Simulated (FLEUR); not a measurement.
Records of electronic-structure calculations.

TiCo: which magnetic order is lowest. It takes space group Pm-3m (No. 221, cubic). Conventional cell: a = 2.986 Å, b = 2.986 Å, c = 2.986 Å, α = 90.00°, β = 90.00°, γ = 90.00°. Nearest to Ti lie 8 Co at 2.59 Å. Nearest to Co lie 8 Ti at 2.59 Å. Farther neighbours are not listed. The calculation used PBE; all-electron FLAPW, Dirac cores, scalar-relativistic bands in FLEUR MaX-R8.1, with kmax 3.6 1/bohr, gmax 10.8 1/bohr, muffin tin radii Ti: 2.38, Co: 2.38 bohr, lmax Ti: [8, 6], Co: [8, 6], hist occupations, smearing width 0.03 eV, mixer Anderson, mixing 0.05, max iterations 90, stop 2.00e-5 me/bohr³, collinear spin, 10×10×10 k-mesh, mesh matched on, starting moments 0 2 μB in one of its runs. The lowest state found is ferromagnetic (initial ferro +). The largest site spin moment is 0.978 μB and the next finished state is antiferromagnetic, 35.0 meV a seeded atom higher. The energy gained by spin polarisation is 49.0 meV a seeded atom. It took 5 runs, 4.5 min in all on 4 MPI ranks of Arm Neoverse V1, shared host (the runs of this entry). The lowest state found is ferromagnetic, reached from the start ferro +, with moments up to 0.978 μB. The next finished state costs 35 meV a seeded atom. The run is spin-polarised, with a total moment of 0.86 μB a cell. Only 5 starts were tried; other patterns of signs, canted and longer-period orders were not.

[Hosts, paths, dates, database ids (printed as entryN), source tags and the programs' standing remarks are cut or masked in the printed files.]

[Where a cell is said to come from a database of computed structures, the database is the Materials Project.]
